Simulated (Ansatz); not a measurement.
# A hypothetical structure for MgGa2Sn2

This structure for MgGa2Sn2 is made up. Its elements were placed in a known structure type with a cell scaled to their sizes. What cell does the guess relax to, and how far off was it?

Main program and level: Ansatz 0.2.0; DFT, r2SCAN, plane-wave PAW, files of the set soft_1, scalar-relativistic, no spin, cell and ions relaxed at zero pressure; PAW set soft_1.

### Step 1. Set-up

Symmetry: P-3m1, No. 164, trigonal system. Conventional cell: a = 4.480 Å, b = 4.480 Å, c = 7.255 Å, α = 90.00°, β = 90.00°, γ = 120.00°. Sn has 4 Ga at 2.78 to 2.81 Å and 3 Mg at 3.10 Å nearest. Nearest to Ga lie 4 Sn at 2.78 to 2.81 Å. Nearest to Mg lie 6 Sn at 3.10 Å. Farther neighbours are not listed.

Coordinates:

```cif
data_structure
_symmetry_space_group_name_H-M 'P 1'
_symmetry_Int_Tables_number 1
_cell_length_a 4.4800
_cell_length_b 4.4800
_cell_length_c 7.2550
_cell_angle_alpha 90.000
_cell_angle_beta 90.000
_cell_angle_gamma 120.000
_cell_volume 126.10
loop_
_atom_site_label
_atom_site_type_symbol
_atom_site_fract_x
_atom_site_fract_y
_atom_site_fract_z
_atom_site_occupancy
Sn1 Sn 0.33333 0.66667 0.23580 1
Sn2 Sn 0.66667 0.33333 0.76420 1
Ga3 Ga 0.33333 0.66667 0.62290 1
Ga4 Ga 0.66667 0.33333 0.37710 1
Mg5 Mg 0.00000 0.00000 0.00000 1
```

### Step 2. Relaxation of the guess

The guessed cell has no reason to be at equilibrium. It is relaxed with the atoms, within the space group of the guess.

The input, input.yaml:

```yaml
crystal:
  lattice:
    - [4.48, 0.0, 0.0]
    - [-2.24, 3.879793809, 0.0]
    - [0.0, 0.0, 7.255]
  atoms:
    - { symbol: Sn, position: [0.333333333, 0.666666667, 0.2358] }
    - { symbol: Sn, position: [0.666666667, 0.333333333, 0.7642] }
    - { symbol: Ga, position: [0.333333333, 0.666666667, 0.6229] }
    - { symbol: Ga, position: [0.666666667, 0.333333333, 0.3771] }
    - { symbol: Mg, position: [0.0, 0.0, 0.0] }
kpoints:
  mp_grid: { grid: [7, 7, 4] }
scf:
  occupations: { method: fermi_dirac, width: 0.05 }
hamiltonian:
  xc: r2scan
  pseudopotentials: { kind: paw, azcp: { folder: soft_1 } }
relax:
  f_tol: 0.015
  max_steps: 70
  cell: {}
output:
  forces: true
  stress: true
```

Run with:

```console
> ansatz run input.yaml --threads 4 --pin off --max-ram 10240MiB --backend cpu --events-out ev --progress --plain --runs-dir out
```

Numbers of over 12 decimals in the logs are rounded to 6 here.

What it wrote:

```text
Engine: ansatz 0.2.0, x86_64-unknown-linux-gnu
Pseudopotentials: kind: paw
Pseudopotential: Sn, paw, valence charge 14, recommended cutoff 500 eV (meta_gga), soft_1/Sn.paw.azcp
Pseudopotential: Ga, paw, valence charge 13, recommended cutoff 500 eV (meta_gga), soft_1/Ga.paw.azcp
Pseudopotential: Mg, paw, valence charge 10, recommended cutoff 500 eV (meta_gga), soft_1/Mg.paw.azcp
Functional definition: r2SCAN
  parameter k0 = 0.174
  parameter k1 = 0.065
  parameter a1 = 4.9479
  exchange = r2scan_x(k0 = k0, k1 = k1, a1 = a1)
  correlation = r2scan_c
Crystal: 5 atoms, lattice volume = 126.103 Å³
Basis set: ecut = 500 eV, 3189 PW (Γ), exchange–correlation on 144×144×216 points (64 copies of the dense FFT grid, shifted against one another)
Bands: 39, of which v1, the nominal top of the filled ones, is band 32 counted from 1 (31 counted from 0)
Symmetry: 12 space group operations
Space group: P-3m1 (ITA 164), of the structure as read, at distance tolerance 5.0e-5 Å
k-points: 28 of 196
Non-local potential: Sn, projectors of the file, l = 0: 2, l = 1: 2, l = 2: 2, l = 3: 1
Non-local potential: Ga, projectors of the file, l = 0: 2, l = 1: 2, l = 2: 3, l = 3: 1
Non-local potential: Mg, projectors of the file, l = 0: 3, l = 1: 2, l = 2: 1
PAW form: soft (Blöchl's): semilocal exchange-correlation on the pseudo side does not see the compensation charge
PAW frozen core: Sn, regenerated for the run's functional (the file was generated under x = pbe(κ = 0.804, μ = 0.219515), c = pbe(β = 0.066725))
PAW frozen core: Ga, regenerated for the run's functional (the file was generated under x = pbe(κ = 0.804, μ = 0.219515), c = pbe(β = 0.066725))
PAW frozen core: Mg, regenerated for the run's functional (the file was generated under x = pbe(κ = 0.804, μ = 0.219515), c = pbe(β = 0.066725))
PAW one-centre angular grid: Sn, 590 points (default); XC on 160 Gauss nodes
PAW one-centre angular grid: Ga, 590 points (default); XC on 160 Gauss nodes
PAW one-centre angular grid: Mg, 302 points (default); XC on 224 Gauss nodes
Initial density: superposition of atomic densities (chi_scale 0.1, normalization cell, long waves kept (reshape's long-wave potential 0.08 eV rms))
Initial wavefunctions: pseudopotential atomic-orbital guess
Functional: x = r2scan, c = r2scan; τ floored in thin density (d = 2e-4 eV/Å³)
iter 1 solved again at ethr=9.40e-4 eV; its pass at ethr=3.10e-3 eV (dr2=6.02e-1 eV) is discarded
SCF iter   1: F=—  HF=-21583.819105 eV  |F-HF|=—  |Δ(HF+E_count)|=         —  Δρ=2.83e-2  dr2=6.04e-1  dr2_τ=5.21e-3  ethr=9.40e-4  ⟨swp⟩=1.3  Hψ=5600  notcnv=0
preconditioner: auto → Kerker (q_TF=auto, 2.437 Å⁻¹)  [metal: Δε(μ)=0.016 eV  Ē_g=17.467 eV  σ=0.050 eV  W_gap=0.08  n_scr=34 (ndim 8)  ℏωp=24.7 eV  f_vac=0.003  D(μ)=1.38/eV (n_scr^D=2)]
SCF iter   2: F=—  HF=-21583.965625 eV  |F-HF|=—  |Δ(HF+E_count)|=   1.47e-1  Δρ=1.74e-2  dr2=2.48e-1  dr2_τ=3.79e-3  ethr=9.40e-4  ⟨swp⟩=2.0  Hψ=2157  notcnv=0
SCF iter   3: F=—  HF=-21584.072195 eV  |F-HF|=—  |Δ(HF+E_count)|=   1.07e-1  Δρ=3.86e-3  dr2=3.08e-2  dr2_τ=2.05e-4  ethr=3.87e-4  ⟨swp⟩=3.4  Hψ=2196  notcnv=0
SCF iter   4: F=—  HF=-21584.079760 eV  |F-HF|=—  |Δ(HF+E_count)|=   7.57e-3  Δρ=1.61e-3  dr2=8.16e-3  dr2_τ=1.70e-5  ethr=4.81e-5  ⟨swp⟩=2.0  Hψ=1474  notcnv=0
SCF iter   5: F=—  HF=-21584.080579 eV  |F-HF|=—  |Δ(HF+E_count)|=   8.19e-4  Δρ=9.36e-4  dr2=1.39e-3  dr2_τ=9.77e-6  ethr=1.27e-5  ⟨swp⟩=2.0  Hψ=1787  notcnv=0
SCF iter   6: F=—  HF=-21584.079404 eV  |F-HF|=—  |Δ(HF+E_count)|=   1.18e-3  Δρ=3.78e-4  dr2=3.55e-4  dr2_τ=2.14e-6  ethr=2.17e-6  ⟨swp⟩=2.0  Hψ=1594  notcnv=0
SCF iter   7: F=—  HF=-21584.079496 eV  |F-HF|=—  |Δ(HF+E_count)|=   9.22e-5  Δρ=1.18e-4  dr2=7.45e-5  dr2_τ=2.43e-7  ethr=5.55e-7  ⟨swp⟩=2.8  Hψ=1809  notcnv=0
SCF iter   8: F=—  HF=-21584.079511 eV  |F-HF|=—  |Δ(HF+E_count)|=   1.52e-5  Δρ=6.54e-5  dr2=1.82e-5  dr2_τ=5.24e-8  ethr=1.16e-7  ⟨swp⟩=2.0  Hψ=1246  notcnv=0
SCF iter   9: F=—  HF=-21584.079510 eV  |F-HF|=—  |Δ(HF+E_count)|=   1.32e-6  Δρ=2.35e-5  dr2=1.80e-6  dr2_τ=3.40e-8  ethr=2.85e-8  ⟨swp⟩=3.0  Hψ=1928  notcnv=0
SCF iter  10: F=—  HF=-21584.079510 eV  |F-HF|=—  |Δ(HF+E_count)|=   2.21e-7  Δρ=9.65e-6  dr2=1.65e-7  dr2_τ=1.35e-9  ethr=2.80e-9  ⟨swp⟩=2.0  Hψ=1987  notcnv=0
SCF iter  11: F=-21584.079510 eV  HF=-21584.079510 eV  |F-HF|=4.57e-9  |Δ(HF+E_count)|=   2.99e-8  Δρ=2.49e-6  dr2=8.39e-9  dr2_τ=5.47e-10  ethr=1.56e-10  ⟨swp⟩=4.9  Hψ=3894  notcnv=0
SCF 1 converged in 11 iterations: F = -21584.079510 eV  dr2 = 8.39e-9
  greatest PAW one-centre occupation: 1.000 electrons in one spin orbital (limit 2), on the Mg atom at site 4 (counted from 0), in its partial waves of l = 0
relax step   1: F+E_penalty+E_count = -21584.07950980 eV  Δ(F+E_penalty+E_count) = +0.000e0 eV  max|allowed force component| = 2.836e-1 eV/Å  Δτ_max = 0.0000 Å  P = -1.075 GPa  Ω = 126.103 Å³  (11 SCF iters, dr2 threshold 1.00e-7 eV, accepted)
Crystal: 5 atoms, lattice volume = 121.596 Å³
Basis set: ecut = 500 eV, 3057 PW (Γ), exchange–correlation on 144×144×216 points (64 copies of the dense FFT grid, shifted against one another)
Initial density: handed on by an earlier stage of this run
Initial wavefunctions: those handed on with the density
iter 1 solved again at ethr=2.41e-5 eV; its pass at ethr=3.10e-3 eV (dr2=1.54e-2 eV) is discarded
SCF iter   1: F=—  HF=-21583.981323 eV  |F-HF|=—  |Δ(HF+E_count)|=         —  Δρ=3.34e-3  dr2=1.62e-2  dr2_τ=8.30e-2  ethr=2.41e-5  ⟨swp⟩=2.3  Hψ=5837  notcnv=0
preconditioner: auto → LDOS  [metal: Δε(μ)=0.018 eV  Ē_g=17.831 eV  σ=0.050 eV  W_gap=0.09  n_scr=34 (ndim 8)  ℏωp=25.2 eV  f_vac=0.019  D(μ)=1.59/eV (n_scr^D=2)  β→1.0]
SCF iter   2: F=—  HF=-21584.110700 eV  |F-HF|=—  |Δ(HF+E_count)|=   1.29e-1  Δρ=2.23e-3  dr2=1.09e-2  dr2_τ=1.36e-4  ethr=2.41e-5  ⟨swp⟩=3.1  Hψ=2572  notcnv=0
SCF iter   3: F=—  HF=-21584.107929 eV  |F-HF|=—  |Δ(HF+E_count)|=   2.77e-3  Δρ=7.60e-4  dr2=9.29e-4  dr2_τ=9.78e-6  ethr=1.70e-5  ⟨swp⟩=2.0  Hψ=2069  notcnv=0
SCF iter   4: F=—  HF=-21584.108014 eV  |F-HF|=—  |Δ(HF+E_count)|=   8.52e-5  Δρ=1.84e-4  dr2=4.03e-5  dr2_τ=1.16e-6  ethr=1.45e-6  ⟨swp⟩=2.0  Hψ=1595  notcnv=0
SCF iter   5: F=—  HF=-21584.108034 eV  |F-HF|=—  |Δ(HF+E_count)|=   2.06e-5  Δρ=1.93e-4  dr2=3.91e-5  dr2_τ=2.12e-7  ethr=6.30e-8  ⟨swp⟩=2.2  Hψ=1649  notcnv=0
SCF iter   6: F=—  HF=-21584.108009 eV  |F-HF|=—  |Δ(HF+E_count)|=   2.55e-5  Δρ=4.18e-5  dr2=2.01e-6  dr2_τ=6.62e-9  ethr=6.11e-8  ⟨swp⟩=2.0  Hψ=1591  notcnv=0
SCF iter   7: F=-21584.108008 eV  HF=-21584.108008 eV  |F-HF|=5.39e-9  |Δ(HF+E_count)|=   6.91e-7  Δρ=7.40e-6  dr2=5.27e-8  dr2_τ=8.91e-10  ethr=7.81e-10  ⟨swp⟩=5.0  Hψ=4393  notcnv=0
SCF 2 converged in 7 iterations: F = -21584.108008 eV  dr2 = 5.27e-8
relax step   2: F+E_penalty+E_count = -21584.10800818 eV  Δ(F+E_penalty+E_count) = -2.850e-2 eV  max|allowed force component| = 2.424e-1 eV/Å  Δτ_max = 0.0652 Å  P = +0.235 GPa  Ω = 121.596 Å³  energy of the carried Pulay correction = +7.258e-4 eV  (7 SCF iters, dr2 threshold 5.00e-7 eV, accepted)
Crystal: 5 atoms, lattice volume = 122.845 Å³
Basis set: ecut = 500 eV, 3075 PW (Γ), exchange–correlation on 144×144×216 points (64 copies of the dense FFT grid, shifted against one another)
iter 1 solved again at ethr=3.96e-6 eV; its pass at ethr=3.10e-3 eV (dr2=2.53e-3 eV) is discarded
SCF iter   1: F=—  HF=-21584.100350 eV  |F-HF|=—  |Δ(HF+E_count)|=         —  Δρ=1.38e-3  dr2=2.60e-3  dr2_τ=1.49e-2  ethr=3.96e-6  ⟨swp⟩=2.1  Hψ=6183  notcnv=0
preconditioner: auto → LDOS  [metal: Δε(μ)=0.072 eV  Ē_g=17.829 eV  σ=0.050 eV  W_gap=0.34  n_scr=34 (ndim 8)  ℏωp=25.1 eV  f_vac=0.021  D(μ)=1.31/eV (n_scr^D=2)  β→1.0]
SCF iter   2: F=—  HF=-21584.125981 eV  |F-HF|=—  |Δ(HF+E_count)|=   2.56e-2  Δρ=1.02e-3  dr2=3.06e-3  dr2_τ=3.10e-5  ethr=3.96e-6  ⟨swp⟩=3.0  Hψ=2224  notcnv=0
SCF iter   3: F=—  HF=-21584.125238 eV  |F-HF|=—  |Δ(HF+E_count)|=   7.43e-4  Δρ=3.01e-4  dr2=1.08e-4  dr2_τ=1.36e-6  ethr=3.96e-6  ⟨swp⟩=2.0  Hψ=1875  notcnv=0
SCF iter   4: F=—  HF=-21584.125267 eV  |F-HF|=—  |Δ(HF+E_count)|=   2.83e-5  Δρ=7.88e-5  dr2=1.71e-5  dr2_τ=2.31e-7  ethr=1.69e-7  ⟨swp⟩=3.0  Hψ=1935  notcnv=0
SCF iter   5: F=—  HF=-21584.125265 eV  |F-HF|=—  |Δ(HF+E_count)|=   1.32e-6  Δρ=5.44e-5  dr2=2.39e-6  dr2_τ=1.42e-8  ethr=2.68e-8  ⟨swp⟩=2.0  Hψ=1595  notcnv=0
SCF iter   6: F=-21584.125263 eV  HF=-21584.125263 eV  |F-HF|=6.30e-8  |Δ(HF+E_count)|=   2.22e-6  Δρ=7.54e-6  dr2=8.49e-8  dr2_τ=7.98e-10  ethr=7.81e-10  ⟨swp⟩=5.0  Hψ=4261  notcnv=0
SCF 3 converged in 6 iterations: F = -21584.125263 eV  dr2 = 8.49e-8
relax step   3: F+E_penalty+E_count = -21584.12526321 eV  Δ(F+E_penalty+E_count) = -1.726e-2 eV  max|allowed force component| = 2.766e-2 eV/Å  Δτ_max = 0.0280 Å  P = -0.156 GPa  Ω = 122.845 Å³  energy of the carried Pulay correction = +5.220e-4 eV  (6 SCF iters, dr2 threshold 5.00e-7 eV, accepted)
Crystal: 5 atoms, lattice volume = 122.568 Å³
Basis set: ecut = 500 eV, 3063 PW (Γ), exchange–correlation on 144×144×216 points (64 copies of the dense FFT grid, shifted against one another)
iter 1 solved again at ethr=5.41e-8 eV; its pass at ethr=3.10e-3 eV (dr2=3.47e-5 eV) is discarded
SCF iter   1: F=—  HF=-21584.125113 eV  |F-HF|=—  |Δ(HF+E_count)|=         —  Δρ=2.04e-4  dr2=3.34e-5  dr2_τ=1.96e-4  ethr=5.41e-8  ⟨swp⟩=2.9  Hψ=5134  notcnv=0
preconditioner: auto → LDOS  [metal: Δε(μ)=0.059 eV  Ē_g=17.832 eV  σ=0.050 eV  W_gap=0.28  n_scr=34 (ndim 8)  ℏωp=25.1 eV  f_vac=0.021  D(μ)=1.33/eV (n_scr^D=2)  β→1.0]
SCF iter   2: F=—  HF=-21584.125571 eV  |F-HF|=—  |Δ(HF+E_count)|=   4.58e-4  Δρ=1.37e-4  dr2=6.13e-5  dr2_τ=4.50e-7  ethr=5.22e-8  ⟨swp⟩=3.0  Hψ=1987  notcnv=0
SCF iter   3: F=—  HF=-21584.125558 eV  |F-HF|=—  |Δ(HF+E_count)|=   1.32e-5  Δρ=5.17e-5  dr2=2.51e-6  dr2_τ=1.68e-8  ethr=5.22e-8  ⟨swp⟩=2.0  Hψ=1763  notcnv=0
SCF iter   4: F=—  HF=-21584.125559 eV  |F-HF|=—  |Δ(HF+E_count)|=   1.22e-6  Δρ=1.75e-5  dr2=1.01e-6  dr2_τ=7.49e-9  ethr=3.93e-9  ⟨swp⟩=2.0  Hψ=1597  notcnv=0
SCF iter   5: F=—  HF=-21584.125559 eV  |F-HF|=—  |Δ(HF+E_count)|=   1.45e-7  Δρ=7.88e-6  dr2=1.67e-7  dr2_τ=6.97e-10  ethr=1.57e-9  ⟨swp⟩=2.4  Hψ=1394  notcnv=0
SCF iter   6: F=-21584.125559 eV  HF=-21584.125559 eV  |F-HF|=4.60e-9  |Δ(HF+E_count)|=   2.94e-8  Δρ=1.46e-6  dr2=5.41e-9  dr2_τ=2.42e-11  ethr=1.45e-10  ⟨swp⟩=4.9  Hψ=3818  notcnv=0
SCF 4 converged in 6 iterations: F = -21584.125559 eV  dr2 = 5.41e-9
relax step   4: F+E_penalty+E_count = -21584.12555924 eV  Δ(F+E_penalty+E_count) = -2.960e-4 eV  max|allowed force component| = 3.096e-3 eV/Å  Δτ_max = 0.0028 Å  P = -0.027 GPa  Ω = 122.568 Å³  energy of the carried Pulay correction = +5.670e-4 eV  (6 SCF iters, dr2 threshold 9.28e-8 eV, accepted)
Initial wavefunctions: pseudopotential atomic-orbital guess (no wavefunctions were taken with the density)
iter 1 solved again at ethr=9.28e-8 eV; its pass at ethr=3.10e-3 eV (dr2=5.94e-5 eV) is discarded
SCF iter   1: F=—  HF=-21584.125027 eV  |F-HF|=—  |Δ(HF+E_count)|=         —  Δρ=4.14e-5  dr2=3.45e-7  dr2_τ=3.46e-7  ethr=9.28e-8  ⟨swp⟩=3.9  Hψ=7580  notcnv=0
preconditioner: auto → LDOS  [metal: Δε(μ)=0.061 eV  Ē_g=17.833 eV  σ=0.050 eV  W_gap=0.29  n_scr=34 (ndim 8)  ℏωp=25.1 eV  f_vac=0.021  D(μ)=1.33/eV (n_scr^D=2)  β→1.0]
SCF iter   2: F=—  HF=-21584.125039 eV  |F-HF|=—  |Δ(HF+E_count)|=   1.22e-5  Δρ=9.35e-6  dr2=7.41e-8  dr2_τ=7.82e-10  ethr=5.39e-10  ⟨swp⟩=2.0  Hψ=1993  notcnv=0
SCF iter   3: F=—  HF=-21584.125039 eV  |F-HF|=—  |Δ(HF+E_count)|=   1.57e-8  Δρ=8.91e-6  dr2=7.24e-8  dr2_τ=3.39e-10  ethr=1.16e-10  ⟨swp⟩=2.0  Hψ=1627  notcnv=0
SCF iter   4: F=—  HF=-21584.125039 eV  |F-HF|=—  |Δ(HF+E_count)|=   5.65e-8  Δρ=3.59e-6  dr2=1.18e-8  dr2_τ=1.01e-11  ethr=1.13e-10  ⟨swp⟩=2.0  Hψ=1397  notcnv=0
SCF iter   5: F=—  HF=-21584.125039 eV  |F-HF|=—  |Δ(HF+E_count)|=   1.11e-8  Δρ=8.17e-7  dr2=4.87e-10  dr2_τ=5.81e-13  ethr=1.85e-11  ⟨swp⟩=2.0  Hψ=1592  notcnv=0
SCF iter   6: F=-21584.125039 eV  HF=-21584.125039 eV  |F-HF|=1.09e-11  |Δ(HF+E_count)|=  5.09e-10  Δρ=1.01e-7  dr2=5.87e-12  dr2_τ=2.23e-14  ethr=1.00e-12  ⟨swp⟩=3.6  Hψ=4607  notcnv=0
SCF 5 converged in 6 iterations: F = -21584.125039 eV  dr2 = 5.87e-12
relax step   5: F+E_penalty+E_count = -21584.12503892 eV  Δ(F+E_penalty+E_count) = +5.203e-4 eV  max|allowed force component| = 3.073e-3 eV/Å  Δτ_max = 0.0000 Å  P = -0.030 GPa  Ω = 122.568 Å³  stress off target by 3.76e-2 GPa  SCF on the basis re-selected at this cell (its energy is not comparable with the rows above)  (6 SCF iters)
basis re-selected at this cell: Δ(F+E_penalty+E_count) = +5.203e-4 eV, ΔP = -0.003 GPa vs the last step (what re-selecting the basis moved, of the pressure what is left beyond the Pulay correction that the steps carried, after the strain that the cell walked since its last selection, with what the two solves' SCF thresholds leave and, on support functions, any second-order correction that the steps lacked; it is no m [...]
SCF converged after 6 iterations
Free energy (F): -21584.125039 eV
Harris-Foulkes:  -21584.125039 eV  (|F-HF|=1.09e-11)
Internal energy: -21584.114413 eV  (E = F + TS)
E sigma→0 (E₀):  -21584.119726 eV
Entropy (-TS):   -0.010625 eV (-2.125 meV/atom)
Fermi energy:    8.508798 eV
--- Per-component energies (eV) ---
  E_band       = -705.294788
  E_kinetic    = 624.381388
  E_local      = -6942.144306  (includes V_loc(G=0)·N_el)
  E_nonlocal   = 296.969725
  E_hartree    = 3586.015873
  E_xc         = -368.678410
  E_vxc        = -319.818523  (∫ρ·V_xc dr)
  E_paw        = -13099.542795  (= ΣΔE_a)
  E_vpaw       = -1556.580122  (= ΣTr[D̂ρ^β])
  E_aug_tail   = 0.000237  (compensation charges beyond the density's cutoff)
  E_vtau       = 19.865249  (kinetic-family band-sum trace: ∫τ·v_τ [+ j·A + Jᵃ·Aᵃ] dr)
  E_ewald      = -5681.254431
  E_core_change = 0.138304  (= ΣΔE_core)
  E_smearing   = -0.010625  (= −TS)
  E_closure    = -0.000000  (closes the sum)
  Σ components = -21584.125039   (vs F -21584.125039, Δ=0.00e0)
--- Forces (eV/Å), atoms counted from 1 ---
  atom   1  Sn     0.00000000    -0.00000000     0.00307300
  atom   2  Sn    -0.00000000     0.00000000    -0.00307300
  atom   3  Ga     0.00000000    -0.00000000     0.00171163
  atom   4  Ga    -0.00000000     0.00000000    -0.00171163
  atom   5  Mg    -0.00000000     0.00000000     0.00000000
  max |Σ_I F_I| component: 8.67e-19 eV/Å
--- Stress (GPa, compression-positive) ---
       -0.037579      -0.000000      -0.000000
       -0.000000      -0.037579       0.000000
       -0.000000       0.000000      -0.013680
  P = ⅓ Tr σ = -0.0296 GPa (-0.296 kbar)
--- Relaxed structure (4 steps of the walk, 4 accepted, 1 SCFs on fresh bases) ---
  F+E_penalty+E_count = -21584.12503892 eV   max|allowed force component| = 3.073e-3 eV/Å   (the final SCF, on the basis selected at the relaxed cell)
  cell:  # Å, volume = 122.5685 Å³
    - [4.399791, 0.0, 0]
    - [-2.199896, 3.810331, 0]
    - [0, 0, 7.311122]
  atoms:
    - { symbol: Sn, position: [0.333333, 0.666667, 0.231048] }
    - { symbol: Sn, position: [0.666667, 0.333333, 0.768952] }
    - { symbol: Ga, position: [0.333333, 0.666667, 0.623742] }
    - { symbol: Ga, position: [0.666667, 0.333333, 0.376258] }
    - { symbol: Mg, position: [0, 0, 0.0] }
```

It took 11 s on 4 threads of Intel Xeon 6975P-C (Granite Rapids), shared host; peak memory 0.93 GiB.

The steps of the relaxation:

```csv
step,energy less that of the first step (eV),largest force component (eV/Å),pressure (GPa),volume (Å³)
1,0.0000,0.2836,-1.08,126.10
2,-0.0285,0.2424,0.23,121.60
3,-0.0458,0.0277,-0.16,122.85
4,-0.0460,0.0031,-0.03,122.57
5*,-0.0455,0.0031,-0.03,122.57
```

Relaxation steps marked * repeat the geometry before them on a plane-wave basis chosen anew for their cell, so energy and pressure can jump there.

The run keeps the 12 symmetry operations that it works with, so distortions that break them were not tested.

```csv
"conventional cell, symmetrised",before,after,change
a (Å),4.480,4.400,-1.8 %
b (Å),4.480,4.400,-1.8 %
c (Å),7.255,7.311,+0.8 %
volume (Å³/atom),25.22,24.51,-2.8 %
```

The atoms that moved most (Å, as changes of fractional coordinates times the final cell):

```csv
atom,dx,dy,dz,length
Sn2,0.000,0.000,0.035,0.035
Sn1,0.000,0.000,-0.035,0.035
Ga3,0.000,0.000,0.006,0.006
Ga4,0.000,0.000,-0.006,0.006
```

Final coordinates:

```xyz
5
Lattice="4.3998 0.0000 0.0000 -2.1999 3.8103 0.0000 0.0000 0.0000 7.3111" Properties=species:S:1:pos:R:3 pbc="T T T"
Sn    0.0000    2.5402    1.6892
Sn    2.1999    1.2701    5.6219
Ga    0.0000    2.5402    4.5603
Ga    2.1999    1.2701    2.7509
Mg    0.0000    0.0000    0.0000
```

Numbers from this step:

```yaml
free_energy: -21584.1250 eV
energy_at_zero_smearing: -21584.1197 eV
smearing_term_ts: 0.01063 eV
fermi_energy: 8.509 eV
electrons: 64
symmetry_operations: 12
pressure: -0.02961 GPa
```

Shortest distances by pair of elements, guess and relaxed (not always the same contact):

```csv
pair,guess (Å),relaxed (Å)
Ga–Sn,2.782,2.753
Mg–Sn,3.101,3.051
Ga–Ga,3.142,3.119
Ga–Mg,3.765,3.744
Sn–Sn,4.289,4.227
```

The relaxation ends with a largest force component of 0.0031 eV/Å and a pressure of -0.03 GPa.

### Step 3. Outcome

```yaml
space_group_relaxed: P-3m1
conventional_cell: a = 4.400, b = 4.400, c = 7.311 Å; α = 90.0°, β = 90.0°, γ = 120.0°
volume_per_atom: 24.51 Å³ (guess 25.22)
```

**Reading.** MgGa2Sn2 relaxes to P-3m1 with a = 4.400, b = 4.400 and c = 7.311 Å. The guessed volume was 3 % too large. The space group P-3m1 was held in the relaxation, so the end point is a stationary structure within it and may be a saddle against distortions or other arrangements. Mesh and cutoff weren't tested. No dispersion term is used, so weakly bound directions may come out too long. Nothing here tests whether the compound is stable against decomposition.

[Logs are printed without paths, hosts, clocks, repeated set-up lines and the standing remarks that a program may print on its own settings, such as how far it seeks lower states.]

[Hosts, paths, dates, database ids (printed as entryN), source tags and the programs' standing remarks are cut or masked in the printed files.]
